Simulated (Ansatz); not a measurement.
**Stretching the linear Zr chain**

Aim: how do moment and conductance of the linear Zr chain follow its length?

Program: Ansatz 0.2.0. Level of theory: DFT LDA, plane waves, PAW; relaxation of a chain's period, in the first sound run; inputs show where later runs differ. Results are calculated unless marked as measured.

This is a report of a sequence of runs, with most program output left out.

## (1) The structure

The cell holds 1 atom: 1 Zr. Its edges and angles: a = 7.500 Å, b = 7.500 Å, c = 3.255 Å, α = 90.0°, β = 90.0°, γ = 90.0°. Vacuum lies along a and b. The structure's axis is c.

## (2) Relaxation of atoms and period

Band widths follow the bond lengths, so the chain is relaxed first. The atoms and the third cell vector are free; the box across stays fixed as vacuum. Moments are seeded so that a magnetic state can form if it lies lower. A Fermi-Dirac smearing is set since the result may be a metal. The pressure printed is a third of the stress's trace over the whole box, vacuum included; only the stress along the axis is relaxed.

input.yaml

```yaml
crystal:
  lattice:
    - [7.5, 0.0, 0.0]
    - [0.0, 7.5, 0.0]
    - [0.0, 0.0, 3.255]
  atoms:
    - { symbol: Zr, position: [0.5, 0.5, 0.0], spin: 1.0 }
magnetization:
  spin_polarized: true
kpoints:
  mp_grid: { grid: [1, 1, 25] }
scf:
  occupations: { method: fermi_dirac, width: 0.05 }
hamiltonian:
  xc: lda
relax:
  cell: { fix: [a, b, alpha, beta, gamma] }
  max_steps: 60
```

Command:

```bash
$ ansatz run input.yaml --threads 4 --pin off --max-ram 8192MiB --backend cpu --events-out ev --progress --plain --runs-dir out
```

It took 4.6 s on 4 threads of Intel Xeon 6975P-C (Granite Rapids), shared host; peak memory 0.45 GiB.

The steps of the relaxation:

```
step  energy less that of the first step (eV)  largest force component (eV/Å)  pressure (GPa)  volume (Å³)
   1                                   0.0000                          0.0000           -1.42       183.09
   2                                  -0.2091                          0.0000           -2.18       174.17
   3                                  -0.5278                          0.0000           -2.17       165.24
   4                                  -0.8167                          0.0000           -1.90       156.32
   5                                  -1.0352                          0.0000           -1.33       147.39
   6                                  -1.1214                          0.0000           -0.38       138.46
   7                                  -1.1214                          0.0000           -0.36       138.21
  8*                                  -1.1212                          0.0000           -0.35       138.21
```

Relaxation steps marked * repeat the geometry before them on a plane-wave basis chosen anew for their cell, so energy and pressure can jump there.

```
cell as run  before  after   change
      c (Å)   3.255  2.457  -24.5 %
```

Final coordinates:

```cif
data_structure
_symmetry_space_group_name_H-M 'P 1'
_symmetry_Int_Tables_number 1
_cell_length_a 7.5000
_cell_length_b 7.5000
_cell_length_c 2.4570
_cell_angle_alpha 90.000
_cell_angle_beta 90.000
_cell_angle_gamma 90.000
_cell_volume 138.21
loop_
_atom_site_label
_atom_site_type_symbol
_atom_site_fract_x
_atom_site_fract_y
_atom_site_fract_z
_atom_site_occupancy
Zr1 Zr 0.50000 0.50000 0.00000 1
```

This step gave:

```yaml
energy_at_zero_smearing: -4073.4540 eV
total_moment: 0.3872 μB
absolute_moment: 0.3875 μB
cell_length_along_the_wire: 2.457 Å
```

Site moment by atom:

```
atom  site moment (μB)
 Zr1             0.164
```

The cell's length comes to 2.457 Å with an absolute moment of 0.39 μB a cell. That is -25 % against the start, more than a small adjustment.

The cell shrank by 24.5 % in its periodic edges.

## (3) The chain at a fixed length, period over the relaxed period 0.88, k-mesh 1×1×38

This step: DFT LDA, plane waves, PAW; channels and complex bands of a perfect chain (Ansatz 0.2.0).

The period is set to 0.88 times the relaxed one: shorter bonds widen the bands.

The cell differs from the one that the last finished run ended in (c 2.457 → 2.162 Å).

input.yaml, the sections that differ from step 2:

```yaml
crystal:
  lattice:
    - [7.5, 0.0, 0.0]
    - [0.0, 7.5, 0.0]
    - [0.0, 0.0, 2.1621409257]
  atoms:
    - { symbol: Zr, position: [0.5, 0.5, 0.0], spin: 0.16 }
kpoints:
  mp_grid: { grid: [1, 1, 38] }
output:
  transmission:
    e_range: [-2, 2]
    de: 0.035
    kmesh: [1, 1]
    reduced_basis: true
    leads: [[0, 0]]
  stress: true
# magnetization, scf, hamiltonian: as in step 2
# relax: removed
```

It took 10 s on 4 threads; peak memory 0.56 GiB; 32 s of CPU time.

Numbers from this step:

```
energy at zero smearing                                   : -4072.9178 eV
channels at the energy nearest the Fermi level, spin up   : 6
channels at the energy nearest the Fermi level, spin down : 6
conductance of the lead as this run defines it            : 6.000 G₀
band gap                                                  : 0 eV
```

Table of open channels of the lead by energy, zero at the Fermi level:

```
energy (eV)  spin up  spin down
     -2.000        3          3
     -1.790        3          3
     -1.615        3          3
     -1.405        3          3
     -1.195        4          4
     -0.985        4          4
     -0.810        4          4
     -0.600        4          4
     -0.390        4          4
     -0.215        6          6
     -0.005        6          6
      0.205        6          6
      0.415        6          6
      0.590        6          6
      0.800        6          6
      1.010        6          6
      1.185        6          6
      1.395        6          6
      1.605        6          6
      1.815        6          6
```

At the computed energy nearest the Fermi level there are 6 spin-up and 6 spin-down channels, and the thermal average gives 6.00 G₀.

## (4) The chain at a fixed length, period over the relaxed period 0.92, k-mesh 1×1×36

The period is set to 0.92 times the relaxed one: shorter bonds widen the bands.

The cell differs from the one that the last finished run ended in (c 2.162 → 2.260 Å).

Edit input.yaml of step 3 so:

```diff
@@ -4,3 +4,3 @@
     - [0.0, 7.5, 0.0]
-    - [0.0, 0.0, 2.1621409257]
+    - [0.0, 0.0, 2.2604200587]
   atoms:
@@ -10,3 +10,3 @@
 kpoints:
-  mp_grid: { grid: [1, 1, 38] }
+  mp_grid: { grid: [1, 1, 36] }
 scf:
```

Wall time 9.6 s (4 threads); peak memory 0.53 GiB; 32 s of CPU time.

At the computed energy nearest the Fermi level there are 6 spin-up and 6 spin-down channels, and the thermal average gives 5.99 G₀.

## (5) At a set period, period over the relaxed period 0.96, k-mesh 1×1×34

The period is set to 0.96 times the relaxed one: shorter bonds widen the bands.

The cell differs from the one that the last finished run ended in (c 2.260 → 2.359 Å).

Edit input.yaml of step 4 so:

```diff
@@ -4,3 +4,3 @@
     - [0.0, 7.5, 0.0]
-    - [0.0, 0.0, 2.2604200587]
+    - [0.0, 0.0, 2.3586991917]
   atoms:
@@ -10,3 +10,3 @@
 kpoints:
-  mp_grid: { grid: [1, 1, 36] }
+  mp_grid: { grid: [1, 1, 34] }
 scf:
```

The job ended after 9.5 s (4 threads; peak memory 0.56 GiB; 31 s of CPU time).

At the computed energy nearest the Fermi level there are 6 spin-up and 5 spin-down channels, and the thermal average gives 5.31 G₀.

Between step 3 and this run (period over the relaxed period 0.96 and k-mesh 1×1×34) the value for the conductance of the lead as this run defines it moves from 6.00 G₀ to 5.31 G₀ (-11 %).

## (6) The chain at a fixed length, period over the relaxed period 1, k-mesh 1×1×33

The period is set to 1.0 times the relaxed one, as the point of reference.

Edit input.yaml of step 5 so:

```diff
@@ -4,3 +4,3 @@
     - [0.0, 7.5, 0.0]
-    - [0.0, 0.0, 2.3586991917]
+    - [0.0, 0.0, 2.4569783247]
   atoms:
@@ -10,3 +10,3 @@
 kpoints:
-  mp_grid: { grid: [1, 1, 34] }
+  mp_grid: { grid: [1, 1, 33] }
 scf:
```

Wall time 12 s (4 threads); peak memory 0.6 GiB; 41 s of CPU time.

At the computed energy nearest the Fermi level there are 6 spin-up and 4 spin-down channels, and the thermal average gives 5.03 G₀.

For the conductance of the lead as this run defines it, step 3 gave 6.00 G₀; this run, with period over the relaxed period 1 and k-mesh 1×1×33, gives 5.03 G₀ (-16 %).

## (7) At a set period, period over the relaxed period 1.04, k-mesh 1×1×32

The period is set to 1.04 times the relaxed one: longer bonds narrow the bands.

The cell differs from the one that the last finished run ended in (c 2.457 → 2.555 Å).

Edit input.yaml of step 6 so:

```diff
@@ -4,3 +4,3 @@
     - [0.0, 7.5, 0.0]
-    - [0.0, 0.0, 2.4569783247]
+    - [0.0, 0.0, 2.5552574577]
   atoms:
@@ -10,3 +10,3 @@
 kpoints:
-  mp_grid: { grid: [1, 1, 33] }
+  mp_grid: { grid: [1, 1, 32] }
 scf:
```

Run time: 11 s. Hardware: 4 threads; peak memory 0.58 GiB; 39 s of CPU time.

At the computed energy nearest the Fermi level there are 6 spin-up and 4 spin-down channels, and the thermal average gives 5.02 G₀. The change of length costs 0.035 eV a cell and leaves an absolute moment of 0.44 μB a cell.

Between step 3 and this run (period over the relaxed period 1.04 and k-mesh 1×1×32) the value for the conductance of the lead as this run defines it moves from 6.00 G₀ to 5.02 G₀ (-16 %).

## (8) The chain at a fixed length, period over the relaxed period 1.08, k-mesh 1×1×31

The period is set to 1.08 times the relaxed one: longer bonds narrow the bands.

The cell differs from the one that the last finished run ended in (c 2.555 → 2.654 Å).

Edit input.yaml of step 7 so:

```diff
@@ -4,3 +4,3 @@
     - [0.0, 7.5, 0.0]
-    - [0.0, 0.0, 2.5552574577]
+    - [0.0, 0.0, 2.6535365907]
   atoms:
@@ -10,3 +10,3 @@
 kpoints:
-  mp_grid: { grid: [1, 1, 32] }
+  mp_grid: { grid: [1, 1, 31] }
 scf:
```

Elapsed: 14 s, on 4 threads; peak memory 0.79 GiB; 47 s of CPU time.

At the computed energy nearest the Fermi level there are 6 spin-up and 4 spin-down channels, and the thermal average gives 4.95 G₀. The change of length costs 0.130 eV a cell and leaves an absolute moment of 0.45 μB a cell.

For the conductance of the lead as this run defines it, step 3 gave 6.00 G₀; this run, with period over the relaxed period 1.08 and k-mesh 1×1×31, gives 4.95 G₀ (-18 %).

## (9) The chain at a fixed length, period over the relaxed period 1.13, k-mesh 1×1×29

The period is set to 1.13 times the relaxed one: longer bonds narrow the bands.

The cell differs from the one that the last finished run ended in (c 2.654 → 2.776 Å).

Edit input.yaml of step 8 so:

```diff
@@ -4,3 +4,3 @@
     - [0.0, 7.5, 0.0]
-    - [0.0, 0.0, 2.6535365907]
+    - [0.0, 0.0, 2.7763855069]
   atoms:
@@ -10,3 +10,3 @@
 kpoints:
-  mp_grid: { grid: [1, 1, 31] }
+  mp_grid: { grid: [1, 1, 29] }
 scf:
```

It took 11 s on 4 threads; peak memory 0.58 GiB.

At the computed energy nearest the Fermi level there are 6 spin-up and 4 spin-down channels, and the thermal average gives 4.87 G₀. The change of length costs 0.307 eV a cell and leaves an absolute moment of 0.53 μB a cell.

Between step 3 and this run (period over the relaxed period 1.13 and k-mesh 1×1×29) the value for the conductance of the lead as this run defines it moves from 6.00 G₀ to 4.87 G₀ (-19 %).

## (10) The chain at a fixed length, period over the relaxed period 1.2, k-mesh 1×1×28

The period is set to 1.2 times the relaxed one: longer bonds narrow the bands.

The cell differs from the one that the last finished run ended in (c 2.776 → 2.948 Å).

Edit input.yaml of step 9 so:

```diff
@@ -4,3 +4,3 @@
     - [0.0, 7.5, 0.0]
-    - [0.0, 0.0, 2.7763855069]
+    - [0.0, 0.0, 2.9483739896]
   atoms:
@@ -10,3 +10,3 @@
 kpoints:
-  mp_grid: { grid: [1, 1, 29] }
+  mp_grid: { grid: [1, 1, 28] }
 scf:
```

The job ended after 7.3 s (4 threads; peak memory 0.52 GiB).

At the computed energy nearest the Fermi level there are 6 spin-up and 4 spin-down channels, and the thermal average gives 4.82 G₀. The change of length costs 0.623 eV a cell and leaves an absolute moment of 0.63 μB a cell.

For the conductance of the lead as this run defines it, step 3 gave 6.00 G₀; this run, with period over the relaxed period 1.2 and k-mesh 1×1×28, gives 4.82 G₀ (-20 %).

## (11) At a set period, period over the relaxed period 1.3, k-mesh 1×1×26

The period is set to 1.3 times the relaxed one: longer bonds narrow the bands.

The cell differs from the one that the last finished run ended in (c 2.948 → 3.194 Å).

Edit input.yaml of step 10 so:

```diff
@@ -4,3 +4,3 @@
     - [0.0, 7.5, 0.0]
-    - [0.0, 0.0, 2.9483739896]
+    - [0.0, 0.0, 3.1940718221]
   atoms:
@@ -10,3 +10,3 @@
 kpoints:
-  mp_grid: { grid: [1, 1, 28] }
+  mp_grid: { grid: [1, 1, 26] }
 scf:
```

Elapsed: 9.2 s, on 4 threads; peak memory 0.56 GiB; 32 s of CPU time.

Open channels of the lead against energy, zero at the Fermi level:

```
energy (eV)  spin up  spin down
      -2.00        1          0
      -1.90        1          0
      -1.79        1          1
      -1.69        1          1
      -1.58        1          1
      -1.48        1          1
      -1.37        1          1
      -1.23        1          1
      -1.12        3          1
      -1.02        3          1
      -0.92        4          1
      -0.81        4          1
      -0.70        4          1
      -0.60        4          1
      -0.49        4          1
      -0.39        4          1
      -0.28        5          1
      -0.18        6          1
      -0.07        6          1
      -0.01        6          1
       0.07        6          1
       0.17        6          3
       0.28        6          4
       0.38        5          4
       0.48        3          4
       0.59        3          4
       0.69        3          4
       0.80        3          4
       0.91        3          4
       1.01        3          5
       1.11        3          6
       1.22        3          6
       1.36        1          6
       1.47        1          6
       1.57        0          6
       1.68        0          5
       1.78        0          5
       1.89        2          3
       1.99        2          3
```

At the computed energy nearest the Fermi level there are 6 spin-up and 1 spin-down channels, and the thermal average gives 3.50 G₀. The change of length costs 1.053 eV a cell and leaves an absolute moment of 2.83 μB a cell.

## (12) The series together

Times are for 4 threads of Intel Xeon 6975P-C (Granite Rapids), shared host. The series side by side:

```
no.  period over the relaxed period  conductance of the lead as this run defines it (G₀)  absolute moment (μB)  energy at zero smearing less the lowest (eV)   time  memory (GiB)
  1                            0.88                                                6.000                     0                                        0.5420   10 s          0.56
  2                            0.92                                                5.990                     0                                        0.2173  9.6 s          0.53
  3                            0.96                                                5.313                0.5625                                       0.05443  9.5 s          0.56
  4                               1                                                5.034                0.5991                                             0   12 s           0.6
  5                            1.04                                                5.015                0.4417                                       0.03458   11 s          0.58
  6                            1.08                                                4.949                0.4487                                        0.1296   14 s          0.79
  7                            1.13                                                4.868                0.5264                                        0.3067   11 s          0.58
  8                             1.2                                                4.817                0.6331                                        0.6233  7.3 s          0.52
  9                             1.3                                                3.502                 2.835                                         1.053  9.2 s          0.56
```

## (13) A repeat with changed settings

This step: DFT LDA, plane waves, PAW; channels and complex bands of a perfect chain; changed: output.transmission.e_range = [-0.5, 0.5], output.transmission.de = 0.035, output.transmission.reduced_basis = false (Ansatz 0.2.0).

The atoms of the run at the relaxed period are kept and the input is varied, to see whether the result depends on it.

input.yaml, the sections that differ from step 11:

```yaml
crystal:
  lattice:
    - [7.5, 0.0, 0.0]
    - [0.0, 7.5, 0.0]
    - [0.0, 0.0, 2.4569783247]
  atoms:
    - { symbol: Zr, position: [0.5, 0.5, 0.0], spin: 0.16 }
kpoints:
  mp_grid: { grid: [1, 1, 33] }
output:
  transmission:
    e_range: [-0.5, 0.5]
    de: 0.035
    kmesh: [1, 1]
    reduced_basis: false
    leads: [[0, 0]]
  stress: true
# magnetization, scf, hamiltonian: as in step 11
```

The job ended after 33 s (4 threads; peak memory 1.9 GiB; 2 min of CPU time).

Numbers from this step:

* energy at zero smearing: -4073.4598 eV
* total moment: 0.5989 μB
* absolute moment: 0.5991 μB
* channels at the energy nearest the Fermi level, spin down: 4
* conductance of the lead as this run defines it: 5.034 G₀

Table of open channels of the lead by energy, zero at the Fermi level:

```
energy (eV)  spin up  spin down
     -0.500        4          4
     -0.465        4          4
     -0.395        4          4
     -0.360        4          4
     -0.325        4          4
     -0.255        5          4
     -0.220        5          4
     -0.185        5          4
     -0.115        6          4
     -0.080        6          4
     -0.045        6          4
     -0.010        6          4
      0.025        6          4
      0.060        6          4
      0.095        6          5
      0.165        6          5
      0.200        6          6
      0.235        6          6
      0.305        6          6
      0.340        6          6
      0.375        6          6
      0.445        6          6
      0.480        6          6
```

It took 33 s against 12 s for the run it varies, and the conductance is 5.03 G₀ against 5.03 G₀.

The total moment, absolute moment, channels at the energy nearest the Fermi level, spin up and channels at the energy nearest the Fermi level, spin down stay within 0.2 % plus 0.001 of the run it varies.

## (14) What came out

| Quantity | Value |
| --- | --- |
| relaxed cell length | 2.457 Å |
| conductance at period × 0.88 | 6.00 G₀ |
| conductance at period × 1.0 | 5.03 G₀ |
| conductance at period × 1.13 | 4.87 G₀ |
| conductance at period × 1.3 | 3.50 G₀ |
| absolute moment at period × 0.88 | 0 μB |
| absolute moment at period × 1.0 | 0.599 μB |
| absolute moment at period × 1.3 | 2.83 μB |

**Reading.** In these runs no moment survives at the shortest period, and one is present from a factor of 0.96 on: longer bonds narrow the bands, which favours exchange splitting. The conductance goes from 6.00 G₀ at the shortest period to 3.50 G₀ at the longest, while the magnetic state changes too. The relaxation ended on 0.39 μB and the later run at its final period on 0.60 μB; the two differ in mesh and start, so the moment is sensitive to these here. Transport is coherent and elastic here: the atoms are frozen, so scattering by vibrations plays no part. No search over magnetic orders was made; another may lie lower. For the perfect chain only parallel moments were started; its antiparallel and spiral orders were not tested. Conductances of a perfect chain off the multiples of half a G0 come from band edges within the thermal window; the square box also splits pairs of bands that an isolated chain keeps degenerate, which moves such edges. The lead's cell of one atom keeps the chain straight and evenly spaced; a zigzag or dimerised form may lie lower.

[Logs are printed without paths, hosts, clocks, repeated set-up lines and the standing remarks that a program may print on its own settings, such as how far it seeks lower states.]

[Hosts, paths, dates, database ids (printed as entryN), source tags and the programs' standing remarks are cut or masked in the printed files.]
